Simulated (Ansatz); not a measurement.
# SbMo2N, from a guessed structure to a relaxed one, part 2 of 2

Starting from a made-up structure for SbMo2N, the aim is the relaxed cell, its shortest contacts and, where a second run follows, its electronic structure.

Ansatz 0.2.0; DFT, PBE, plane-wave PAW, files of the set soft_1, scalar-relativistic, no spin, cell and ions relaxed at zero pressure; PAW set soft_1 (the session's first sound run).

So far: Set-up; Relaxation of the guess. The relaxed cell has a = 3.336, c = 12.497 Å (conventional setting).

## Step 3: Bands of the relaxed cell

A second self-consistent run takes a narrower smearing and the mesh shown in its input; the bands follow along the standard path of the relaxed lattice.

This step: DFT, PBE, plane-wave PAW, files of the set soft_1, scalar-relativistic, no spin, bands and density of states at the relaxed cell; PAW set soft_1 (Ansatz 0.2.0).

input.yaml reads:

```yaml
crystal:
  lattice:
    - [3.3356005273, 0.0, 0.0]
    - [-1.6678002636, 2.8887147935, 0.0]
    - [0.0, 0.0, 12.4969813782]
  atoms:
    - { symbol: Sb, position: [0.6666666667, 0.3333333333, 0.25] }
    - { symbol: Sb, position: [0.3333333333, 0.6666666667, 0.75] }
    - { symbol: Mo, position: [0.3333333333, 0.6666666667, 0.0760500081] }
    - { symbol: Mo, position: [0.6666666667, 0.3333333333, 0.5760500081] }
    - { symbol: Mo, position: [0.3333333333, 0.6666666667, 0.4239499919] }
    - { symbol: Mo, position: [0.6666666667, 0.3333333333, 0.9239499919] }
    - { symbol: "N", position: [0.0, 0.0, 0.5] }
    - { symbol: "N", position: [0.0, 0.0, 0.0] }
kpoints:
  mp_grid: { grid: [10, 10, 4] }
  band_path:
    path:
      - [[0.0, 0.0, 0.0], [0.5, 0.0, 0.0], [0.33333333, 0.33333333, 0.0], [0.0, 0.0, 0.0], [0.0, 0.0, 0.5], [0.5, 0.0, 0.5], [0.33333333, 0.33333333, 0.5], [0.0, 0.0, 0.5]]
      - [[0.5, 0.0, 0.5], [0.5, 0.0, 0.0]]
      - [[0.33333333, 0.33333333, 0.0], [0.33333333, 0.33333333, 0.5]]
    npoints: 8
scf:
  occupations: { method: fermi_dirac, width: 0.03 }
  n_extra_bands: 12
hamiltonian:
  xc: pbe
  pseudopotentials: { kind: paw, azcp: { folder: soft_1 } }
output:
  forces: true
  stress: true
  write_bands: true
  dos: { projected: true }
  write_density: true
  write_potential: true
  elf: true
  volumetric_format: npy
```

Started as:

```bash
> ansatz run input.yaml --threads 4 --pin off --max-ram 10240MiB --backend cpu --events-out ev --progress --plain --runs-dir out
```

Numbers of over 12 decimals in the logs are rounded to 6 here.

Output:

```text
[...]
Crystal: 8 atoms, lattice volume = 120.416 Å³
Basis set: ecut = 420 eV, 2369 PW (Γ), exchange–correlation on 48×48×180 points (8 copies of the dense FFT grid, shifted against one another)
Bands: 60, of which v1, the nominal top of the filled ones, is band 48 counted from 1 (47 counted from 0)
Symmetry: 24 space group operations
[...]
k-points: 42 of 400
[...]
SCF iter   1: F=—  HF=-33565.499362 eV  |F-HF|=—  |Δ(HF+E_count)|=         —  Δρ=9.63e-2  dr2=2.33e1  ethr=3.10e-3  ⟨swp⟩=6.0  Hψ=9014  notcnv=0  defer=2
[...]
SCF iter   8: F=-33561.141299 eV  HF=-33561.141300 eV  |F-HF|=2.34e-8  |Δ(HF+E_count)|=   1.47e-7  Δρ=8.26e-6  dr2=8.98e-8  ethr=1.04e-10  ⟨swp⟩=13.5  Hψ=17678  notcnv=0
SCF 1 converged in 8 iterations: F = -33561.141299 eV  dr2 = 8.98e-8
[...]
NSCF: frozen V_eff on 75 k-points
SCF converged after 8 iterations
Free energy (F): -33561.141299 eV
[...]
Internal energy: -33561.133953 eV  (E = F + TS)
E sigma→0 (E₀):  -33561.137626 eV
Entropy (-TS):   -0.007347 eV (-0.918 meV/atom)
Fermi energy:    18.268452 eV
[...]
--- Forces (eV/Å), atoms counted from 1 ---
  atom   1  Sb    -0.00000000    -0.00000000    -0.00000000
  atom   2  Sb     0.00000000     0.00000000     0.00000000
  atom   3  Mo     0.00000000    -0.00000000     0.07789929
  atom   4  Mo    -0.00000000     0.00000000     0.07789929
  atom   5  Mo     0.00000000    -0.00000000    -0.07789929
  atom   6  Mo    -0.00000000     0.00000000    -0.07789929
  atom   7  N      0.00000000     0.00000000    -0.00000000
  atom   8  N      0.00000000     0.00000000     0.00000000
  max |Σ_I F_I| component: 5.55e-17 eV/Å
--- Stress (GPa, compression-positive) ---
       -0.070399       0.000000      -0.000000
       -0.000000      -0.070399      -0.000000
       -0.000000      -0.000000      -0.156002
  P = ⅓ Tr σ = -0.0989 GPa (-0.989 kbar)
--- Band table (eV; the first three rows and the last of 42) ---
  k-point 0: bands = [... 44 lower, 17.9769, 18.0144, 18.0144, 18.2999, 18.6679, 18.7677, 19.3623, 19.3623, ... 8 higher]
  k-point 1: bands = [... 44 lower, 17.9244, 17.9244, 18.0465, 18.2636, 18.6803, 18.7438, 19.3887, 19.3887, ... 8 higher]
  k-point 2: bands = [... 44 lower, 17.7382, 17.7382, 18.1691, 18.1691, 18.7087, 18.7087, 19.4439, 19.4439, ... 8 higher]
  k-point 41: bands = [... 44 lower, 16.1298, 16.1298, 17.3889, 17.3889, 18.8268, 18.8268, 19.3116, 19.3116, ... 8 higher]
```

Run time: 7.8 s. Hardware: 4 threads of Intel Xeon Platinum 8375C at 2.90GHz (Ice Lake), shared host; peak memory 0.77 GiB.

This step gave:

* free energy: -33561.1413 eV
* energy at zero smearing: -33561.1376 eV
* smearing term TS: 0.007347 eV
* Fermi energy: 18.27 eV
* pressure: -0.09893 GPa

From bands.tsv, the bands that come nearest the Fermi level along the path, at its corners, in eV from the Fermi level:

```tsv
point	band 45	band 46	band 47	band 48	band 49	band 50	band 51	band 52
Γ	-0.29	-0.25	-0.25	0.03	0.40	0.50	1.09	1.09
M	-0.92	-0.75	-0.23	-0.06	0.10	0.42	0.63	1.06
K	-2.03	-1.41	-1.41	-0.70	-0.47	0.95	0.95	1.11
Γ	-0.29	-0.25	-0.25	0.03	0.40	0.50	1.09	1.09
A	-0.53	-0.53	-0.10	-0.10	0.44	0.44	1.18	1.18
L	-0.75	-0.75	-0.52	-0.52	0.85	0.85	0.99	0.99
H	-2.17	-2.17	-1.03	-1.03	0.57	0.57	1.08	1.08
A	-0.53	-0.53	-0.10	-0.10	0.44	0.44	1.18	1.18
L	-0.75	-0.75	-0.52	-0.52	0.85	0.85	0.99	0.99
M	-0.92	-0.75	-0.23	-0.06	0.10	0.42	0.63	1.06
K	-2.03	-1.41	-1.41	-0.70	-0.47	0.95	0.95	1.11
H	-2.17	-2.17	-1.03	-1.03	0.57	0.57	1.08	1.08
```

Counts of states for the cell as run, both spins, by energy window (eV from the Fermi level):

```csv
from,to,total
-8,-7,4.71
-7,-6,4.97
-6,-5,3.63
-5,-4,4.81
-4,-3,4.65
-3,-2,4.14
-2,-1,2.93
-1,0,6.18
0,1,5.42
1,2,7.86
```

A further 60.0 states lie below the table's range.

Force by atom:

| atom | x (eV/Å) | y (eV/Å) | z (eV/Å) | size |
| --- | --- | --- | --- | --- |
| Sb1 | 0.0000 | 0.0000 | 0.0000 | 0.0000 |
| Sb2 | 0.0000 | 0.0000 | 0.0000 | 0.0000 |
| Mo3 | 0.0000 | 0.0000 | 0.0779 | 0.0779 |
| Mo4 | 0.0000 | 0.0000 | 0.0779 | 0.0779 |
| Mo5 | 0.0000 | 0.0000 | -0.0779 | 0.0779 |
| Mo6 | 0.0000 | 0.0000 | -0.0779 | 0.0779 |
| N7 | 0.0000 | 0.0000 | 0.0000 | 0.0000 |
| N8 | 0.0000 | 0.0000 | 0.0000 | 0.0000 |

ELF in the ac plane at fractional y = 0.333, with atoms of Sb and Mo within 0.2 Å of it. It is the smooth field of the valence electrons, not physical close to the nuclei.

Values, 24 rows by 14 columns, each cell a mean:
```
0.26 0.36 0.40 0.38 0.29 0.22 0.30 0.48 0.62 0.66 0.64 0.56 0.39 0.24
0.17 0.19 0.23 0.22 0.17 0.25 0.52 0.69 0.64 0.47 0.54 0.69 0.64 0.38
0.16 0.18 0.22 0.20 0.16 0.21 0.41 0.61 0.67 0.65 0.66 0.66 0.53 0.29
0.34 0.40 0.43 0.42 0.37 0.30 0.27 0.29 0.34 0.37 0.36 0.31 0.27 0.27
0.48 0.47 0.46 0.46 0.47 0.46 0.41 0.32 0.25 0.21 0.22 0.28 0.36 0.44
0.40 0.38 0.37 0.38 0.39 0.40 0.39 0.33 0.24 0.19 0.21 0.28 0.37 0.41
0.43 0.41 0.40 0.40 0.41 0.43 0.41 0.34 0.25 0.20 0.22 0.29 0.38 0.43
0.47 0.49 0.49 0.49 0.48 0.44 0.37 0.29 0.24 0.22 0.22 0.25 0.32 0.40
0.23 0.30 0.34 0.32 0.27 0.22 0.27 0.39 0.50 0.55 0.53 0.45 0.33 0.23
0.15 0.16 0.19 0.18 0.15 0.24 0.49 0.68 0.66 0.55 0.60 0.69 0.61 0.36
0.19 0.25 0.30 0.28 0.20 0.23 0.46 0.66 0.67 0.57 0.61 0.68 0.58 0.33
0.31 0.38 0.42 0.40 0.33 0.24 0.23 0.34 0.47 0.54 0.51 0.40 0.28 0.23
0.25 0.27 0.28 0.27 0.25 0.23 0.23 0.24 0.26 0.28 0.27 0.25 0.24 0.24
0.18 0.24 0.28 0.27 0.22 0.17 0.16 0.20 0.24 0.27 0.26 0.22 0.18 0.15
0.16 0.21 0.25 0.24 0.19 0.17 0.20 0.26 0.31 0.34 0.33 0.29 0.23 0.17
0.31 0.24 0.21 0.22 0.27 0.37 0.46 0.49 0.49 0.48 0.48 0.49 0.48 0.42
0.47 0.38 0.31 0.34 0.44 0.48 0.43 0.35 0.27 0.23 0.24 0.31 0.40 0.46
0.40 0.37 0.30 0.33 0.40 0.39 0.30 0.16 0.06 0.05 0.05 0.10 0.23 0.35
0.43 0.38 0.31 0.34 0.42 0.41 0.34 0.21 0.11 0.07 0.08 0.15 0.28 0.38
0.45 0.34 0.28 0.30 0.40 0.49 0.49 0.45 0.39 0.36 0.37 0.42 0.47 0.50
0.23 0.20 0.20 0.20 0.21 0.27 0.36 0.43 0.46 0.47 0.46 0.45 0.40 0.31
0.17 0.24 0.29 0.28 0.21 0.15 0.16 0.20 0.25 0.27 0.27 0.23 0.17 0.14
0.19 0.23 0.25 0.25 0.21 0.18 0.19 0.22 0.26 0.28 0.27 0.24 0.21 0.18
0.30 0.33 0.34 0.33 0.30 0.25 0.23 0.24 0.27 0.31 0.29 0.25 0.23 0.25
```
Columns run along a (3.3 Å), rows up along c (12.5 Å). Atoms in or near the plane, at fractional coordinates: Sb at (0.67, 0.25), Mo at (0.67, 0.58), Mo at (0.67, 0.92).

Electrostatic potential energy in the ac plane at fractional y = 0.333, with atoms of Sb and Mo within 0.2 Å of it. With pseudopotentials it is smooth inside the atoms' cores, unlike the true potential.

Ten even steps from '0' (-49 eV) to '9' (19 eV), each cell a mean:
```
99999997642223468
89999985200000136
99999987421001357
99999999887777899
99888999999999999
87777889999999999
88777889999999999
99999999999999999
99999998765445688
89999986310000147
89999986310000147
99999998765445688
98888899999999999
88777889999999999
98888899999999999
99999999999889999
99999998654445578
89999985433333446
89999986443333457
99999999876666789
99999999999999999
88777889999999999
88777889999999999
99989999988888999
```
Columns run along a (3.3 Å; values clipped at the 3rd and 97th percentile), rows up along c (12.5 Å). Atoms in or near the plane, at fractional coordinates: Sb at (0.67, 0.25), Mo at (0.67, 0.58), Mo at (0.67, 0.92).

Valence density in the ac plane at fractional y = 0.333, with atoms of Sb and Mo within 0.2 Å of it. It is the smooth field of the valence electrons, not physical close to the nuclei.

Ten steps, logarithmic in the rise over the least value, from '_' (0 e/Å³) to '@' (13 e/Å³), each cell a mean:
```
::::::::::::::--==**######**++==--
::..........::==**%%%%%%%%%%##**==
..__________::--++####%%%%##**++--
..__________....::--======----::..
......::..........____________....
::::::--::::::....____________....
::::::::::::......____________....
..................................
..__________..::--==++****++==--::
::________..::==**##%%%%%%%%##++--
::........::::==**##%%%%%%%%##++--
::::::::::::::::--==++**++++==--::
::--------::::..................::
::----------::..______________....
..::::::::::....________________..
....................::::::::......
..________....::--++********==--::
::..______..::==**%%@@@@@@@@##++--
::..______..::--++##%%@@@@%%**==--
..________....::::--========--::..
..................................
::::------::....________________..
::----------::....____________....
::--------::::::::::::----::::::::
```
Columns run along a (3.3 Å), rows up along c (12.5 Å). Atoms in or near the plane, at fractional coordinates: Sb at (0.67, 0.25), Mo at (0.67, 0.58), Mo at (0.67, 0.92).

## Step 4: Outcome

```yaml
space_group_relaxed: P6_3/mmc
conventional_cell: a = 3.336, b = 3.336, c = 12.497 Å; α = 90.0°, β = 90.0°, γ = 120.0°
volume_per_atom: 15.05 Å³ (guess 15.87)
```

**Reading.** SbMo2N relaxes to P6_3/mmc with a = 3.336, b = 3.336 and c = 12.497 Å. The guessed volume was 5 % too large. The space group P6_3/mmc was held in the relaxation, so the end point is a stationary structure within it and may be a saddle against distortions or other arrangements. Bands cross the Fermi level, so it is a metal or semimetal at this level. Semilocal functionals can close a small real gap, so this isn't settled for compounds with anions. On the 10×10×4 mesh with the narrower smearing (relaxed on 9×9×3) the largest force component is 0.078 eV/Å and the largest stress component is 0.156 GPa, against the relaxation's thresholds of 0.015 eV/Å and 0.05 GPa. The cutoff wasn't tested. Spin-orbit coupling is left out, which can matter for elements this heavy. No dispersion term is used, so weakly bound directions may come out too long. The runs have no spin, and magnetism wasn't tested. Nothing here tests whether the compound is stable against decomposition.

[Logs are printed without paths, hosts, clocks, repeated set-up lines and the standing remarks that a program may print on its own settings, such as how far it seeks lower states.]

[Hosts, paths, dates, database ids (printed as entryN), source tags and the programs' standing remarks are cut or masked in the printed files.]
